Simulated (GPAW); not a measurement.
# Geometry or basis: what sets the conductance of a C6 chain between two Ir chains, part 2 of 3

How well does a C6 chain between two Ir chains conduct once its atoms have relaxed, and how much do cheaper levels lose?

GPAW 26.7.0; GPAW LCAO, PAW setups; relaxation of the junction within the symmetry of its start, lead ends held (the session's first sound run).

So far, transmission at the Fermi level (one spin): step 3 (GPAW, dzp) 1.99.

### 4. GPAW, szp: basis = "szp(dzp)"

Level of this step: GPAW LCAO, PAW setups; Landauer transmission from Green's functions with principal layers (ASE), zero bias (GPAW).

The second zeta is dropped, the polarisation orbitals stay.

The input, run.py:

```python
import json
import numpy as np
from ase import Atoms
from ase.transport.calculators import TransportCalculator
from gpaw import GPAW, FermiDirac
from gpaw.lcao.tools import get_lcao_hamiltonian
from scipy.linalg import eigh

# The junction with lead layers at both ends, along the third cell vector
device = Atoms(
    ['Ir', 'Ir', 'Ir', 'Ir', 'Ir', 'Ir', 'Ir', 'Ir', 'C', 'C', 'C', 'C', 'C', 'C', 'Ir', 'Ir', 'Ir', 'Ir', 'Ir', 'Ir', 'Ir', 'Ir'],
    positions=[
        [4.50000, 4.50000, 1.15000],
        [4.50000, 4.50000, 3.45000],
        [4.50000, 4.50000, 5.75000],
        [4.50000, 4.50000, 8.05000],
        [4.50000, 4.50000, 10.35000],
        [4.50000, 4.50000, 12.65000],
        [4.50000, 4.50000, 14.95000],
        [4.50000, 4.50000, 17.20628],
        [4.50000, 4.50000, 19.00488],
        [4.50000, 4.50000, 20.28111],
        [4.50000, 4.50000, 21.56074],
        [4.50000, 4.50000, 22.82626],
        [4.50000, 4.50000, 24.10589],
        [4.50000, 4.50000, 25.38212],
        [4.50000, 4.50000, 27.18072],
        [4.50000, 4.50000, 29.43700],
        [4.50000, 4.50000, 31.73700],
        [4.50000, 4.50000, 34.03700],
        [4.50000, 4.50000, 36.33700],
        [4.50000, 4.50000, 38.63700],
        [4.50000, 4.50000, 40.93700],
        [4.50000, 4.50000, 43.23700]],
    cell=[[9.0, 0.0, 0.0], [0.0, 9.0, 0.0], [0.0, 0.0, 44.387]],
    pbc=True)

# One principal layer of the lead: the first 5 atoms of the device
lead = Atoms(
    ['Ir', 'Ir', 'Ir', 'Ir', 'Ir'],
    positions=[
        [4.50000, 4.50000, 1.15000],
        [4.50000, 4.50000, 3.45000],
        [4.50000, 4.50000, 5.75000],
        [4.50000, 4.50000, 8.05000],
        [4.50000, 4.50000, 10.35000]],
    cell=[[9.0, 0.0, 0.0], [0.0, 9.0, 0.0], [0.0, 0.0, 11.5]],
    pbc=True)

settings = dict(mode='lcao', basis='szp(dzp)', xc='PBE', h=0.2,
                occupations=FermiDirac(0.1), maxiter=250,
                mixer=dict(beta=0.1, nmaxold=8, weight=100.0),
                convergence=dict(density=0.0001))
energies = np.arange(-2, 2 + 1e-9, 0.025)
eta = 0.0001
n1, n2 = 1, 1
# k and -k transmit alike, so half of the mesh across the current serves
mesh = [(i, j) for i in range(n1) for j in range(n2) if (i, j) <= (-i % n1, -j % n2)]
weights = np.array([1 if (i, j) == (-i % n1, -j % n2) else 2 for i, j in mesh]) / (n1 * n2)


def ground_state(atoms, size, txt):
    atoms.calc = GPAW(kpts={'size': size, 'gamma': True}, symmetry={'tolerance': 1e-3}, txt=txt, **settings)
    atoms.get_potential_energy()
    return atoms.calc.get_fermi_level()


def blocks(atoms, fermi, points, nz, cells):
    """H - E_F S and S between cell 0 and the cells above it, at each point across the current."""
    kz = np.arange(nz) / nz
    calc = atoms.calc.fixed_density(kpts=[(*k, z) for k in points for z in kz], symmetry='off', txt=None)
    H, S = get_lcao_hamiltonian(calc)
    H = (H - fermi * S).reshape(len(H), len(points), nz, *S.shape[1:])
    S = S.reshape(H.shape[1:])
    phases = [np.exp(-2j * np.pi * kz * R) / nz for R in cells]
    return [(np.einsum('skzij,z->ksij', H, p), np.einsum('kzij,z->kij', S, p)) for p in phases]


def pair(a, b):
    return np.block([[a, b], [b.T.conj(), a]])


def count_channels(h, s, cells, nk=240):
    """Half the number of times that the lead's bands cross each energy, unfolded to its shortest repeat."""
    b = len(h) // cells
    bands = []
    for k in (np.arange(nk + 1) + 0.5) / nk:
        hk, sk = h[:b, :b].copy(), s[:b, :b].copy()
        for R in range(1, cells):
            phase, block = np.exp(2j * np.pi * k * R), slice(R * b, (R + 1) * b)
            hk += h[:b, block] * phase + (h[:b, block] * phase).T.conj()
            sk += s[:b, block] * phase + (s[:b, block] * phase).T.conj()
        w, u = eigh(sk)
        x = u[:, w > 1e-5] / w[w > 1e-5]**0.5  # drop near-dependent combinations
        bands.append(np.r_[eigh(x.T.conj() @ hk @ x, eigvals_only=True), [1e9] * (w <= 1e-5).sum()])
    below = np.array(bands)[:, :, None] < energies
    return (below[1:] != below[:-1]).sum((0, 1)) / 2


fermi_lead = ground_state(lead, (1, 1, 10), 'lead.txt')
fermi_device = ground_state(device, (1, 1, 2), 'device.txt')
T, channels, eigen, tail, misfit, shifts = [], [], [], 0.0, 0.0, []
for first in range(0, len(mesh), 229):
    points = [(i / n1, j / n2) for i, j in mesh[first:first + 229]]
    (H0k, S0k), (H1k, S1k), (H2k, _) = blocks(lead, fermi_lead, points, 5, range(3))
    [(Hk, Sk)] = blocks(device, fermi_device, points, 2, [0])
    tail = max(tail, abs(H2k).max())
    for H0, S0, H1, S1, H, S in zip(H0k, S0k, H1k, S1k, Hk, Sk):
        n = len(S0)
        # Shift the lead onto the potential of the device's first layer
        shift = ((H[:, 0, 0] - H0[:, 0, 0]) / S0[0, 0]).real.mean()
        shifts.append(shift)
        misfit = max(misfit, abs(H[:, :n, :n] - H0 - shift * S0).max())
        Tk, Ck, Ek = [], [], []
        for s in range(len(H)):
            t = s % len(H0)  # a lead without moments serves both spins
            h1, s1 = pair(H0[t] + shift * S0, H1[t] + shift * S1), pair(S0, S1)
            leads = dict(h1=h1, s1=s1, energies=energies, eta=eta, eta1=eta, eta2=eta)
            calc = TransportCalculator(h=H[s], s=S, eigenchannels=3, **leads)
            Tk.append(calc.get_transmission())
            Ek.append(np.sort(calc.eigenchannels_ne, axis=0)[::-1])
            Ck.append(count_channels(h1, s1, 10))
        T.append(Tk)
        channels.append(Ck)
        eigen.append(Ek)
T, channels = np.array(T), np.array(channels)
mean, open_channels = np.einsum('kse,k->se', T, weights), np.einsum('kse,k->se', channels, weights)

print(f'basis functions: device {len(S)}, principal layer {n}')
print(f'Fermi level: lead {fermi_lead:.4f} eV, device {fermi_device:.4f} eV; lead shifted by {np.mean(shifts):.4f} eV')
print(f'largest coupling past the next layer {tail:.2e} eV, largest misfit of the first layer {misfit:.3f} eV')
print('  E-E_F (eV)   ' + 'T (one spin)  channels')
for e, t, c in zip(energies, mean.T, open_channels.T):
    print(f'{e:10.3f}  ', *[f'{x:11.4e}' for x in t], *[f'{x:9.4f}' for x in c])

kT = 8.617333e-5 * 300
fine = np.linspace(energies[0], energies[-1], 4001)
both = np.exp(np.interp(fine, energies, np.log(np.maximum(mean.sum(0) * 2 / len(mean), 1e-30))))
fermi = lambda mu: 1 / (1 + np.exp(np.clip((fine - mu) / kT, -200, 200)))
slope = fermi(0) * (1 - fermi(0)) / kT
G = np.trapezoid(both * slope, fine) / 2
seebeck = -np.trapezoid(both * slope * fine, fine) / (2 * G * 300) * 1e6
print(f'conductance at 300 K: {G:.5g} G0 a cell; thermopower {seebeck:.4g} uV/K')
bias = [0.1, 0.2, 0.5, 1.0, 1.5, 2.0]
current = [38.74 * np.trapezoid(both * (fermi(V / 2) - fermi(-V / 2)), fine) for V in bias]
for V, I in zip(bias, current):
    print(f'current from the zero-bias T(E) at {V} V: {I:.5g} uA')
zero = abs(energies).argmin()
json.dump(dict(energies=energies.tolist(), T=mean.tolist(), channels=open_channels.tolist(), G=G, seebeck=seebeck,
               bias=bias, current=current, tail=tail, misfit=misfit, shift=np.mean(shifts), n_device=len(S), n_lead=n,
               fermi=[fermi_lead, fermi_device], energy=device.get_potential_energy(),
               moments=device.get_magnetic_moments().tolist(), mesh=mesh, weights=weights.tolist(),
               T_k=T[:, :, zero].tolist(), eigen=np.array(eigen[0]).tolist()), open('result.json', 'w'))
```

The run is started by

```sh
OMP_NUM_THREADS=1 OPENBLAS_NUM_THREADS=1 python run.py
```

Output:

```text
basis functions: device 294, principal layer 75
Fermi level: lead -3.5970 eV, device -4.0327 eV; lead shifted by -0.0165 eV
largest coupling past the next layer 1.48e-06 eV, largest misfit of the first layer 0.111 eV
  E-E_F (eV)   T (one spin)  [channel counts left out]
    -2.000    1.8259e+00
    -1.975    1.8300e+00
    -1.950    1.8344e+00
    -1.925    1.8389e+00
    -1.900    1.8436e+00
    -1.875    1.8484e+00
    -1.850    1.8533e+00
    -1.825    1.8582e+00
    -1.800    1.8630e+00
    -1.775    1.8678e+00
    -1.750    1.8726e+00
    -1.725    1.8773e+00
    -1.700    1.8819e+00
    -1.675    1.8864e+00
    -1.650    1.8909e+00
    -1.625    1.8953e+00
[...]
1.825    5.5415e-01
     1.850    4.6591e-01
     1.875    3.6428e-01
     1.900    2.4606e-01
     1.925    1.0706e-01
     1.950    7.3538e-06
     1.975    6.8345e-06
     2.000    6.8770e-06
conductance at 300 K: 1.9691 G0 a cell; thermopower 0.2677 uV/K
current from the zero-bias T(E) at 0.1 V: 15.255 uA
current from the zero-bias T(E) at 0.2 V: 30.503 uA
current from the zero-bias T(E) at 0.5 V: 76.117 uA
current from the zero-bias T(E) at 1.0 V: 151.34 uA
current from the zero-bias T(E) at 1.5 V: 225.23 uA
current from the zero-bias T(E) at 2.0 V: 297.3 uA
```

The job ended after 2.2 min (1 thread of Arm Neoverse V2, shared host; peak memory 1.5 GiB).

Numbers from this step:

```
conductance                                 : 1.969 G₀
largest misfit of the first principal layer : 0.1108 eV
shift that aligns the lead                  : -0.01648 eV
basis functions of the junction             : 294
basis functions of a principal layer        : 75
transmission at the Fermi level (one spin)  : 1.970
```

One spin. The transmission, zone mean by energy, zero at the Fermi level:

energy (eV), transmission, zone mean and a bar:
```
   -2.000       1.83 ###########################
   -1.900       1.84 ############################
   -1.800       1.86 ############################
   -1.700       1.88 ############################
   -1.600       1.90 #############################
   -1.500       1.92 #############################
   -1.400       1.93 #############################
   -1.300       1.95 #############################
   -1.200       1.97 ##############################
   -1.100       1.98 ##############################
   -1.000       1.99 ##############################
   -0.900       2.00 ##############################
   -0.800       2.00 ##############################
   -0.700       1.99 ##############################
   -0.600       1.98 ##############################
   -0.500       1.98 ##############################
   -0.400       1.98 ##############################
   -0.300       1.98 ##############################
   -0.200       1.98 ##############################
   -0.100       1.97 ##############################
    0.000       1.97 ##############################
    0.100       1.96 #############################
    0.200       1.95 #############################
    0.300       1.93 #############################
    0.400       1.90 #############################
    0.500       1.87 ############################
    0.600       1.84 ############################
    0.700       1.80 ###########################
    0.800       1.76 ##########################
    0.900       1.72 ##########################
    1.000       1.66 #########################
    1.100       1.59 ########################
    1.200       1.50 #######################
    1.300       1.40 #####################
    1.400       1.29 ###################
    1.500       1.17 ##################
    1.600       1.03 ################
    1.700       0.87 #############
    1.800       0.63 #########
    1.900       0.25 ####
    2.000       0.00
```

Not self-consistent under bias; the bias window is split evenly. Table of current through one cell, from the zero-bias transmission by bias:

```csv
bias (V),"current through one cell, from the zero-bias transmission (μA)"
0.100,15.3
0.200,30.5
0.500,76.1
1.000,151
1.500,225
2.000,297
```

The transmission of the three most open eigenchannels by energy, zero at the Fermi level:

```csv
energy (eV),channel 1,channel 2,channel 3
-2.000,0.913,0.913,3.0e-6
-1.800,0.932,0.932,3.3e-6
-1.600,0.950,0.950,3.5e-6
-1.400,0.967,0.967,3.9e-6
-1.200,0.984,0.984,4.4e-6
-1.000,0.997,0.997,4.8e-6
-0.800,0.998,0.998,5.3e-6
-0.600,0.992,0.992,6.0e-6
-0.400,0.989,0.989,6.8e-6
-0.200,0.988,0.988,8.0e-6
0.000,0.985,0.985,1.0e-5
0.200,0.973,0.973,1.2e-5
0.400,0.950,0.950,1.3e-5
0.600,0.920,0.920,1.3e-5
0.800,0.882,0.882,7.6e-6
1.000,0.829,0.829,5.7e-6
1.200,0.749,0.749,5.5e-6
1.400,0.645,0.645,5.5e-6
1.600,0.517,0.517,5.8e-6
1.800,0.316,0.316,6.3e-6
2.000,6.9e-6,9.6e-9,9.6e-9
```

The conductance, 1.97 G₀, lies 1.1 % below that of the dzp run.

### 5. Minimal basis

One function for each valence shell of the setup, as for a first survey of a large system.

Edit run.py of step 4 so:

```diff
@@ -49,3 +49,3 @@
 
-settings = dict(mode='lcao', basis='szp(dzp)', xc='PBE', h=0.2,
+settings = dict(mode='lcao', basis='sz(dzp)', xc='PBE', h=0.2,
                 occupations=FermiDirac(0.1), maxiter=250,
```

Output:

```text
basis functions: device 216, principal layer 60
Fermi level: lead -3.6006 eV, device -4.1124 eV; lead shifted by -0.0167 eV
largest coupling past the next layer 1.47e-06 eV, largest misfit of the first layer 0.059 eV
  E-E_F (eV)   T (one spin)  [channel counts left out]
    -2.000    1.8686e+00
    -1.975    1.8748e+00
    -1.950    1.8808e+00
[...]
1.975    3.5603e-06
     2.000    3.6237e-06
conductance at 300 K: 1.9527 G0 a cell; thermopower 0.221 uV/K
current from the zero-bias T(E) at 0.1 V: 15.128 uA
current from the zero-bias T(E) at 0.2 V: 30.247 uA
current from the zero-bias T(E) at 0.5 V: 75.465 uA
current from the zero-bias T(E) at 1.0 V: 149.95 uA
current from the zero-bias T(E) at 1.5 V: 223.03 uA
current from the zero-bias T(E) at 2.0 V: 294.61 uA
```

Run time: 98 s. Hardware: 1 thread; peak memory 1.4 GiB.

Numbers from this step:

- conductance: 1.953 G₀
- largest coupling past the next principal layer: 1.47e-6 eV
- largest misfit of the first principal layer: 0.05853 eV
- shift that aligns the lead: -0.01674 eV
- basis functions of the junction: 216
- basis functions of a principal layer: 60
- transmission at the Fermi level (one spin): 1.953

The conductance, 1.95 G₀, lies 1.9 % below that of the dzp run.

### 6. RPBE in the dzp basis: xc = "RPBE"

Back in the dzp basis, the functional changes from PBE to RPBE, to set the spread between functionals beside that between bases.

Edit run.py of step 5 so:

```diff
@@ -49,3 +49,3 @@
 
-settings = dict(mode='lcao', basis='sz(dzp)', xc='PBE', h=0.2,
+settings = dict(mode='lcao', basis='dzp', xc='RPBE', h=0.2,
                 occupations=FermiDirac(0.1), maxiter=250,
```

Output:

```text
basis functions: device 510, principal layer 135
Fermi level: lead -3.7906 eV, device -3.9124 eV; lead shifted by -0.0015 eV
largest coupling past the next layer 1.47e-06 eV, largest misfit of the first layer 0.102 eV
  E-E_F (eV)   T (one spin)  [channel counts left out]
    -2.000    1.8527e+00
    -1.975    1.8564e+00
    -1.950    1.8603e+00
[...]
1.975    1.7554e-05
     2.000    1.7598e-05
conductance at 300 K: 1.9912 G0 a cell; thermopower 0.04718 uV/K
current from the zero-bias T(E) at 0.1 V: 15.428 uA
current from the zero-bias T(E) at 0.2 V: 30.854 uA
current from the zero-bias T(E) at 0.5 V: 77.098 uA
current from the zero-bias T(E) at 1.0 V: 153.91 uA
current from the zero-bias T(E) at 1.5 V: 230.07 uA
current from the zero-bias T(E) at 2.0 V: 304.87 uA
```

The job ended after 3.8 min (1 thread; peak memory 1.6 GiB).

Numbers from this step:

```yaml
conductance: 1.991 G₀
largest_misfit_of_the_first_principal_layer: 0.1021 eV
shift_that_aligns_the_lead: -0.001466 eV
basis_functions_of_the_junction: 510
basis_functions_of_a_principal_layer: 135
transmission_at_the_fermi_level_one_spin: 1.991
```

The conductance equals that of the dzp run to 0.2 %.

### 7. The structure as built: geometry = "as built"

The dzp basis with PBE on the structure as first built shows what the relaxation was worth.

Edit run.py of step 6 so:

```diff
@@ -19,10 +19,10 @@
         [4.50000, 4.50000, 14.95000],
-        [4.50000, 4.50000, 17.20628],
-        [4.50000, 4.50000, 19.00488],
-        [4.50000, 4.50000, 20.28111],
-        [4.50000, 4.50000, 21.56074],
-        [4.50000, 4.50000, 22.82626],
-        [4.50000, 4.50000, 24.10589],
-        [4.50000, 4.50000, 25.38212],
-        [4.50000, 4.50000, 27.18072],
+        [4.50000, 4.50000, 17.25000],
+        [4.50000, 4.50000, 19.00850],
+        [4.50000, 4.50000, 20.23850],
+        [4.50000, 4.50000, 21.57850],
+        [4.50000, 4.50000, 22.80850],
+        [4.50000, 4.50000, 24.14850],
+        [4.50000, 4.50000, 25.37850],
+        [4.50000, 4.50000, 27.13700],
         [4.50000, 4.50000, 29.43700],
@@ -49,3 +49,3 @@
 
-settings = dict(mode='lcao', basis='dzp', xc='RPBE', h=0.2,
+settings = dict(mode='lcao', basis='dzp', xc='PBE', h=0.2,
                 occupations=FermiDirac(0.1), maxiter=250,
```

Output:

```text
basis functions: device 510, principal layer 135
Fermi level: lead -3.8817 eV, device -4.0193 eV; lead shifted by -0.0021 eV
largest coupling past the next layer 1.48e-06 eV, largest misfit of the first layer 0.091 eV
  E-E_F (eV)   T (one spin)  [channel counts left out]
    -2.000    1.9415e+00
    -1.975    1.9434e+00
    -1.950    1.9453e+00
[...]
1.975    1.4348e-05
     2.000    1.4387e-05
conductance at 300 K: 1.8806 G0 a cell; thermopower 0.6197 uV/K
current from the zero-bias T(E) at 0.1 V: 14.568 uA
current from the zero-bias T(E) at 0.2 V: 29.121 uA
current from the zero-bias T(E) at 0.5 V: 72.533 uA
current from the zero-bias T(E) at 1.0 V: 143.29 uA
current from the zero-bias T(E) at 1.5 V: 211.2 uA
current from the zero-bias T(E) at 2.0 V: 275.85 uA
```

Run time: 4.1 min. Hardware: 1 thread; peak memory 1.6 GiB.

Numbers from this step:

```
conductance                                    : 1.881 G₀
largest coupling past the next principal layer : 1.48e-6 eV
largest misfit of the first principal layer    : 0.09147 eV
shift that aligns the lead                     : -0.002106 eV
transmission at the Fermi level (one spin)     : 1.882
```

The conductance, 1.88 G₀, lies 5.6 % below that of the dzp run.

### 8. The ladder

Times are for 1 thread of Arm Neoverse V2, shared host. The series side by side:

```csv
no.,run,conductance (G₀),time,memory (GiB)
1,dzp,1.991,4 min,1.6
2,szp,1.969,2.2 min,1.5
3,sz,1.953,98 s,1.4
4,dzp RPBE,1.991,3.8 min,1.6
5,asbuilt,1.881,4.1 min,1.6
```

### 9. The levels side by side

The curves are compared point by point over the common energies.

This step: comparison of transmission and cost over codes, levels and geometry (GPAW 26.7.0).

Ladder, by row:

```csv
step,code,T at the Fermi level (sum over the listed spins),conductance (G0),r.m.s. T(E) from the first,wall time (s),peak memory (GiB),threads
dzp,GPAW,1.991,1.991,0,239.2,1.56,1
szp,GPAW,1.97,1.969,0.08821,132,1.5,1
sz,GPAW,1.953,1.953,0.09355,97.8,1.45,1
dzp-RPBE,GPAW,1.991,1.991,0.002343,229.7,1.56,1
asbuilt,GPAW,1.881,1.881,0.3022,243.8,1.56,1
```

Table of transmission, zone mean, sum over the listed spins by energy, zero at the Fermi level:

```csv
energy (eV),dzp,szp,sz,dzp-RPBE,asbuilt
-2.000,1.85,1.83,1.87,1.85,1.94
-1.800,1.89,1.86,1.91,1.89,1.95
-1.600,1.92,1.90,1.95,1.92,1.97
-1.400,1.95,1.93,1.98,1.95,1.97
-1.200,1.97,1.97,2.00,1.97,1.98
-1.125,1.98,1.98,2.00,1.98,1.97
-1.000,1.99,1.99,1.99,1.99,1.97
-0.900,2.00,2.00,1.98,2.00,1.96
-0.800,2.00,2.00,1.97,2.00,1.94
-0.775,2.00,1.99,1.97,2.00,1.94
-0.600,1.99,1.98,1.95,2.00,1.92
-0.400,1.99,1.98,1.95,1.99,1.91
-0.200,1.99,1.98,1.96,1.99,1.90
0.000,1.99,1.97,1.95,1.99,1.88
0.200,1.99,1.95,1.93,1.99,1.83
0.400,1.97,1.90,1.89,1.97,1.74
0.600,1.94,1.84,1.83,1.94,1.60
0.800,1.90,1.76,1.75,1.89,1.45
1.000,1.82,1.66,1.65,1.82,1.28
1.200,1.69,1.50,1.50,1.70,1.09
1.400,1.49,1.29,1.29,1.49,0.873
1.600,1.14,1.03,1.01,1.14,0.606
1.800,0.568,0.632,0.548,0.558,0.276
2.000,1.5e-5,6.9e-6,3.6e-6,1.8e-5,1.4e-5
```

(Continued in part 3 of 3.)

[Logs are printed without paths, hosts, clocks, repeated set-up lines and the standing remarks that a program may print on its own settings, such as how far it seeks lower states.]

[Hosts, paths, dates, database ids (printed as entryN), source tags and the programs' standing remarks are cut or masked in the printed files.]
